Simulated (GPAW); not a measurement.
# Settings that the conductance of a Ag chain with one Au atom in line needs, part 3 of 3

How do the numerical settings move the conductance of a Ag chain with one Au atom in line?

GPAW 26.7.0; GPAW LCAO, PAW setups; Landauer transmission from Green's functions with principal layers (ASE), zero bias.

So far, transmission at the Fermi level (one spin): 0.850 in steps 2, 10, 13, 14 and 15.

## 19. Varying the periods in a principal layer

A principal layer must be long enough that orbitals couple only to the neighbouring layers.

This step: GPAW LCAO, PAW setups; Landauer transmission from Green's functions with principal layers (ASE), zero bias (GPAW 26.7.0).

File run.py:

```python
import json
import numpy as np
from ase import Atoms
from ase.transport.calculators import TransportCalculator
from gpaw import GPAW, FermiDirac
from gpaw.lcao.tools import get_lcao_hamiltonian
from scipy.linalg import eigh

# The junction with lead layers at both ends, along the third cell vector
device = Atoms(
    ['Ag', 'Ag', 'Ag', 'Ag', 'Ag', 'Ag', 'Au', 'Ag', 'Ag', 'Ag', 'Ag', 'Ag', 'Ag'],
    positions=[
        [4.50000, 4.50000, 1.33000],
        [4.50000, 4.50000, 3.99000],
        [4.50000, 4.50000, 6.65000],
        [4.50000, 4.50000, 9.31000],
        [4.50000, 4.50000, 11.97000],
        [4.50000, 4.50000, 14.63000],
        [4.50000, 4.50000, 17.20510],
        [4.50000, 4.50000, 19.78020],
        [4.50000, 4.50000, 22.44020],
        [4.50000, 4.50000, 25.10020],
        [4.50000, 4.50000, 27.76020],
        [4.50000, 4.50000, 30.42020],
        [4.50000, 4.50000, 33.08020]],
    cell=[[9.0, 0.0, 0.0], [0.0, 9.0, 0.0], [0.0, 0.0, 34.4102]],
    pbc=True)

# One principal layer of the lead: the first 2 atoms of the device
lead = Atoms(
    ['Ag', 'Ag'],
    positions=[
        [4.50000, 4.50000, 1.33000],
        [4.50000, 4.50000, 3.99000]],
    cell=[[9.0, 0.0, 0.0], [0.0, 9.0, 0.0], [0.0, 0.0, 5.32]],
    pbc=True)

settings = dict(mode='lcao', basis='szp(dzp)', xc='LDA', h=0.2,
                occupations=FermiDirac(0.1), maxiter=250,
                mixer=dict(beta=0.1, nmaxold=8, weight=100.0),
                convergence=dict(density=0.0001))
energies = np.arange(-2, 2 + 1e-9, 0.05)
eta = 0.0001
n1, n2 = 1, 1
# k and -k transmit alike, so half of the mesh across the current serves
mesh = [(i, j) for i in range(n1) for j in range(n2) if (i, j) <= (-i % n1, -j % n2)]
weights = np.array([1 if (i, j) == (-i % n1, -j % n2) else 2 for i, j in mesh]) / (n1 * n2)

# [... helper functions left out ...]
fermi_lead = ground_state(lead, (1, 1, 21), 'lead.txt')
fermi_device = ground_state(device, (1, 1, 3), 'device.txt')
# [... loop over the mesh left out, but for ...]
        # Shift the lead onto the potential of the device's first layer
        shift = ((H[:, 0, 0] - H0[:, 0, 0]) / S0[0, 0]).real.mean()
# [...]
kT = 8.617333e-5 * 300
bias = [0.1, 0.2, 0.5, 1.0, 1.5, 2.0]
# [... integrals and printing left out ...]
```

Run with:

```bash
> OMP_NUM_THREADS=1 OPENBLAS_NUM_THREADS=1 python run.py
```

The log of the run:

```text
basis functions: device 189, principal layer 30
Fermi level: lead -4.1392 eV, device -4.2036 eV; lead shifted by 0.0020 eV
largest coupling past the next layer 2.03e-01 eV, largest misfit of the first layer 0.014 eV
  E-E_F (eV)   T (one spin)  [channel counts left out]
    -2.000    2.2005e+00
    -1.950    2.1801e+00
    -1.900    2.1476e+00
    -1.850    2.0976e+00
    -1.800    2.0285e+00
    -1.750    1.9342e+00
    -1.700    1.8055e+00
    -1.650    1.6336e+00
    -1.600    1.4112e+00
    -1.550    1.0975e+00
    -1.500    5.5962e-01
    -1.450    4.7526e-01
    -1.400    3.2920e-01
    -1.350    8.6866e-03
    -1.300    7.9002e-03
    -1.250    6.7610e-03
[...]
1.650    9.7552e-01
     1.700    9.7936e-01
     1.750    9.8273e-01
     1.800    9.8559e-01
     1.850    9.8792e-01
     1.900    9.8969e-01
     1.950    9.9082e-01
     2.000    9.9117e-01
conductance at 300 K: 0.88407 G0 a cell; thermopower -5.093 uV/K
current from the zero-bias T(E) at 0.1 V: 6.7897 uA
current from the zero-bias T(E) at 0.2 V: 13.411 uA
current from the zero-bias T(E) at 0.5 V: 32.95 uA
current from the zero-bias T(E) at 1.0 V: 63.964 uA
current from the zero-bias T(E) at 1.5 V: 92.996 uA
current from the zero-bias T(E) at 2.0 V: 112.79 uA
```

Wall time 32 s (1 thread of Arm Neoverse V2, shared host); peak memory 1.2 GiB.

Numbers from this step:

```yaml
conductance: 0.8841 G₀
thermopower: -5.093 μV/K
largest_coupling_past_the_next_principal_layer: 0.2028 eV
largest_misfit_of_the_first_principal_layer: 0.01411 eV
shift_that_aligns_the_lead: 0.001989 eV
basis_functions_of_a_principal_layer: 30
transmission_at_the_fermi_level_one_spin: 0.9521
```

One spin. Table of transmission, zone mean by energy, zero at the Fermi level:

| energy (eV) | transmission, zone mean |
| --- | --- |
| -2.000 | 2.20 |
| -1.800 | 2.03 |
| -1.600 | 1.41 |
| -1.400 | 0.329 |
| -1.200 | 0.00403 |
| -1.150 | 0.129 |
| -1.000 | 0.0451 |
| -0.850 | 0.172 |
| -0.800 | 0.150 |
| -0.700 | 1.00 |
| -0.600 | 0.682 |
| -0.400 | 0.728 |
| -0.200 | 0.812 |
| 0.000 | 0.952 |
| 0.200 | 0.867 |
| 0.400 | 0.859 |
| 0.600 | 0.863 |
| 0.800 | 0.878 |
| 1.000 | 0.900 |
| 1.200 | 0.925 |
| 1.400 | 0.950 |
| 1.600 | 0.971 |
| 1.800 | 0.986 |
| 2.000 | 0.991 |

Not self-consistent under bias; the bias window is split evenly. The current through one cell, from the zero-bias transmission by bias:

| bias (V) | current through one cell, from the zero-bias transmission (μA) |
| --- | --- |
| 0.100 | 6.79 |
| 0.200 | 13.4 |
| 0.500 | 32.9 |
| 1.000 | 64.0 |
| 1.500 | 93.0 |
| 2.000 | 113 |

The conductance, 0.884 G₀, lies 4.2 % above that of the base run. Couplings past the next layer reach 0.20 eV, too large to drop without error; the matrix elements of the cell's first layer differ from the bulk lead's by up to 0.014 eV. That layer keeps its own values in the calculation, and only beyond it is the lead taken as perfect.

## 20. Varying the periods in a principal layer

Changes to run.py since step 19:

```diff
@@ -28,9 +28,10 @@
 
-# One principal layer of the lead: the first 2 atoms of the device
+# One principal layer of the lead: the first 3 atoms of the device
 lead = Atoms(
-    ['Ag', 'Ag'],
+    ['Ag', 'Ag', 'Ag'],
     positions=[
         [4.50000, 4.50000, 1.33000],
-        [4.50000, 4.50000, 3.99000]],
-    cell=[[9.0, 0.0, 0.0], [0.0, 9.0, 0.0], [0.0, 0.0, 5.32]],
+        [4.50000, 4.50000, 3.99000],
+        [4.50000, 4.50000, 6.65000]],
+    cell=[[9.0, 0.0, 0.0], [0.0, 9.0, 0.0], [0.0, 0.0, 7.98]],
     pbc=True)
@@ -49,3 +50,3 @@
 # [... helper functions left out ...]
-fermi_lead = ground_state(lead, (1, 1, 21), 'lead.txt')
+fermi_lead = ground_state(lead, (1, 1, 14), 'lead.txt')
 fermi_device = ground_state(device, (1, 1, 3), 'device.txt')
```

The log of the run:

```text
basis functions: device 189, principal layer 45
Fermi level: lead -4.1393 eV, device -4.2036 eV; lead shifted by 0.0020 eV
largest coupling past the next layer 2.01e-02 eV, largest misfit of the first layer 0.061 eV
  E-E_F (eV)   T (one spin)  [channel counts left out]
    -2.000    2.1864e+00
    -1.950    2.1721e+00
    -1.900    2.1400e+00
    -1.850    2.0902e+00
    -1.800    2.0214e+00
    -1.750    1.9280e+00
    -1.700    1.8007e+00
    -1.650    1.6308e+00
    -1.600    1.4098e+00
    -1.550    1.0953e+00
    -1.500    5.5620e-01
    -1.450    4.4551e-01
    -1.400    2.7267e-01
    -1.350    3.5626e-03
    -1.300    3.4085e-03
    -1.250    2.9572e-03
[...]
1.650    9.4524e-01
     1.700    9.4733e-01
     1.750    9.4926e-01
     1.800    9.5104e-01
     1.850    9.5268e-01
     1.900    9.5420e-01
     1.950    9.5560e-01
     2.000    9.5688e-01
conductance at 300 K: 0.85484 G0 a cell; thermopower -0.8264 uV/K
current from the zero-bias T(E) at 0.1 V: 6.6207 uA
current from the zero-bias T(E) at 0.2 V: 13.226 uA
current from the zero-bias T(E) at 0.5 V: 32.794 uA
current from the zero-bias T(E) at 1.0 V: 63.814 uA
current from the zero-bias T(E) at 1.5 V: 92.603 uA
current from the zero-bias T(E) at 2.0 V: 111.89 uA
```

Run time: 34 s. Hardware: 1 thread; peak memory 1.2 GiB.

This step gave:

```
conductance                                    : 0.8548 G₀
largest coupling past the next principal layer : 0.02010 eV
largest misfit of the first principal layer    : 0.06079 eV
shift that aligns the lead                     : 0.001968 eV
basis functions of a principal layer           : 45
transmission at the Fermi level (one spin)     : 0.8559
```

One spin. Table of transmission, zone mean by energy, zero at the Fermi level:

energy (eV), transmission, zone mean and a bar:
```
    -2.00       2.19 ##############################
    -1.90       2.14 #############################
    -1.80       2.02 ############################
    -1.70       1.80 #########################
    -1.55       1.10 ###############
    -1.45       0.45 ######
    -1.35       0.00 
    -1.25       0.00 
    -1.15       0.05 #
    -1.05       0.01 
    -0.90       0.14 ##
    -0.85       0.16 ##
    -0.80       0.14 ##
    -0.70       0.99 ##############
    -0.60       0.67 #########
    -0.50       0.67 #########
    -0.40       0.72 ##########
    -0.25       0.80 ###########
    -0.15       0.83 ###########
    -0.05       0.85 ############
     0.00       0.86 ############
     0.05       0.86 ############
     0.15       0.86 ############
     0.25       0.86 ############
     0.40       0.87 ############
     0.50       0.87 ############
     0.60       0.87 ############
     0.70       0.88 ############
     0.80       0.81 ###########
     0.90       0.89 ############
     1.05       0.89 ############
     1.15       0.91 #############
     1.25       0.92 #############
     1.35       0.93 #############
     1.45       0.94 #############
     1.55       0.94 #############
     1.70       0.95 #############
     1.80       0.95 #############
     1.90       0.95 #############
     2.00       0.96 #############
```

Not self-consistent under bias; the bias window is split evenly. Current through one cell, from the zero-bias transmission against bias:

| bias (V) | current through one cell, from the zero-bias transmission (μA) |
| --- | --- |
| 0.100 | 6.62 |
| 0.200 | 13.2 |
| 0.500 | 32.8 |
| 1.000 | 63.8 |
| 1.500 | 92.6 |
| 2.000 | 112 |

The conductance, 0.855 G₀, lies 0.7 % above that of the base run. Couplings past the next layer reach 0.020 eV, too large to drop without error; the matrix elements of the cell's first layer differ from the bulk lead's by up to 0.061 eV. That layer keeps its own values in the calculation, and only beyond it is the lead taken as perfect.

## 21. Periods in a principal layer

Changes to run.py since step 20:

```diff
@@ -28,5 +28,5 @@
 
-# One principal layer of the lead: the first 3 atoms of the device
+# One principal layer of the lead: the first 5 atoms of the device
 lead = Atoms(
-    ['Ag', 'Ag', 'Ag'],
+    ['Ag', 'Ag', 'Ag', 'Ag', 'Ag'],
     positions=[
@@ -34,4 +34,6 @@
         [4.50000, 4.50000, 3.99000],
-        [4.50000, 4.50000, 6.65000]],
-    cell=[[9.0, 0.0, 0.0], [0.0, 9.0, 0.0], [0.0, 0.0, 7.98]],
+        [4.50000, 4.50000, 6.65000],
+        [4.50000, 4.50000, 9.31000],
+        [4.50000, 4.50000, 11.97000]],
+    cell=[[9.0, 0.0, 0.0], [0.0, 9.0, 0.0], [0.0, 0.0, 13.3]],
     pbc=True)
@@ -50,3 +52,3 @@
 # [... helper functions left out ...]
-fermi_lead = ground_state(lead, (1, 1, 14), 'lead.txt')
+fermi_lead = ground_state(lead, (1, 1, 9), 'lead.txt')
 fermi_device = ground_state(device, (1, 1, 3), 'device.txt')
```

The log of the run:

```text
basis functions: device 189, principal layer 75
Fermi level: lead -4.1396 eV, device -4.2036 eV; lead shifted by 0.0017 eV
largest coupling past the next layer 1.07e-07 eV, largest misfit of the first layer 0.223 eV
  E-E_F (eV)   T (one spin)  [channel counts left out]
    -2.000    2.1886e+00
    -1.950    2.1685e+00
    -1.900    2.1364e+00
[...]
1.950    9.4567e-01
     2.000    9.4687e-01
conductance at 300 K: 0.8485 G0 a cell; thermopower -0.8283 uV/K
current from the zero-bias T(E) at 0.1 V: 6.5716 uA
current from the zero-bias T(E) at 0.2 V: 13.128 uA
current from the zero-bias T(E) at 0.5 V: 32.547 uA
current from the zero-bias T(E) at 1.0 V: 63.312 uA
current from the zero-bias T(E) at 1.5 V: 91.666 uA
current from the zero-bias T(E) at 2.0 V: 111.03 uA
```

Elapsed: 37 s, on 1 thread; peak memory 1.3 GiB.

One spin. Transmission, zone mean against energy, zero at the Fermi level:

| energy (eV) | transmission, zone mean |
| --- | --- |
| -2.000 | 2.19 |
| -1.800 | 2.02 |
| -1.600 | 1.41 |
| -1.400 | 0.270 |
| -1.200 | 3.7e-10 |
| -1.000 | 0.0419 |
| -0.850 | 0.161 |
| -0.800 | 0.135 |
| -0.700 | 0.983 |
| -0.600 | 0.660 |
| -0.400 | 0.716 |
| -0.200 | 0.810 |
| 0.000 | 0.850 |
| 0.200 | 0.857 |
| 0.400 | 0.859 |
| 0.600 | 0.866 |
| 0.800 | 0.879 |
| 1.000 | 0.895 |
| 1.200 | 0.910 |
| 1.400 | 0.923 |
| 1.600 | 0.934 |
| 1.800 | 0.941 |
| 2.000 | 0.947 |

The conductance equals that of the base run to 0.2 %. Couplings past the next layer reach 1.1e-7 eV, small enough to drop; the matrix elements of the cell's first layer differ from the bulk lead's by up to 0.22 eV. That layer keeps its own values in the calculation, and only beyond it is the lead taken as perfect.

## 22. Convergence in the periods in a principal layer

The runs and the base run on one axis.

This step: convergence of the conductance (GPAW 26.7.0).

The conductance by periods in a principal layer:

| periods in a principal layer | conductance (G₀) |
| --- | --- |
| 2.00 | 0.884 |
| 3.00 | 0.855 |
| 4.00 | 0.849 |
| 5.00 | 0.848 |

## 23. Outcome

```
conductance at the base settings                     : 0.849 G₀
range over the smearing (0.01 to 0.4 eV)             : 0.830 to 0.849 G₀
range over the energy step (0.0125 to 0.2 eV)        : 0.847 to 0.849 G₀
range over the grid spacing (0.14 to 0.3 Å)          : 0.848 to 0.849 G₀
range over the periods in a principal layer (2 to 5) : 0.848 to 0.884 G₀
```

**Reading.** At the base settings the conductance, averaged at 300 K, is 0.849 G₀. The smearing of the SCF moves the conductance between 0.830 and 0.849 G₀; a narrow width also needs more k-points. In the energy step, no value tried moves the conductance by 3 %. In the grid spacing, no value tried moves the conductance by 3 %. In the periods in a principal layer, 3 already gives the conductance within 3 % of the finest value tried; currents at finite bias may need more. Over the ranges tried, the periods in a principal layer moves it most, counted as a ratio. The geometry was built from estimated bond lengths and not relaxed, so the numbers describe this model structure. The run had no spin polarisation, so a magnetic state, which chains and small molecules with open shells often have, wasn't tested. Spin-orbit coupling is left out, which matters for the heavy atoms here. An evenly spaced straight chain is an idealisation: free chains tend to dimerise, zigzag or, where a band edge lies near the Fermi level, turn magnetic. The currents use the zero-bias T(E) throughout, which holds only while the bias is small against the distance to the nearest feature.

[Logs are printed without paths, hosts, clocks, repeated set-up lines and the standing remarks that a program may print on its own settings, such as how far it seeks lower states.]

[Hosts, paths, dates, database ids (printed as entryN), source tags and the programs' standing remarks are cut or masked in the printed files.]
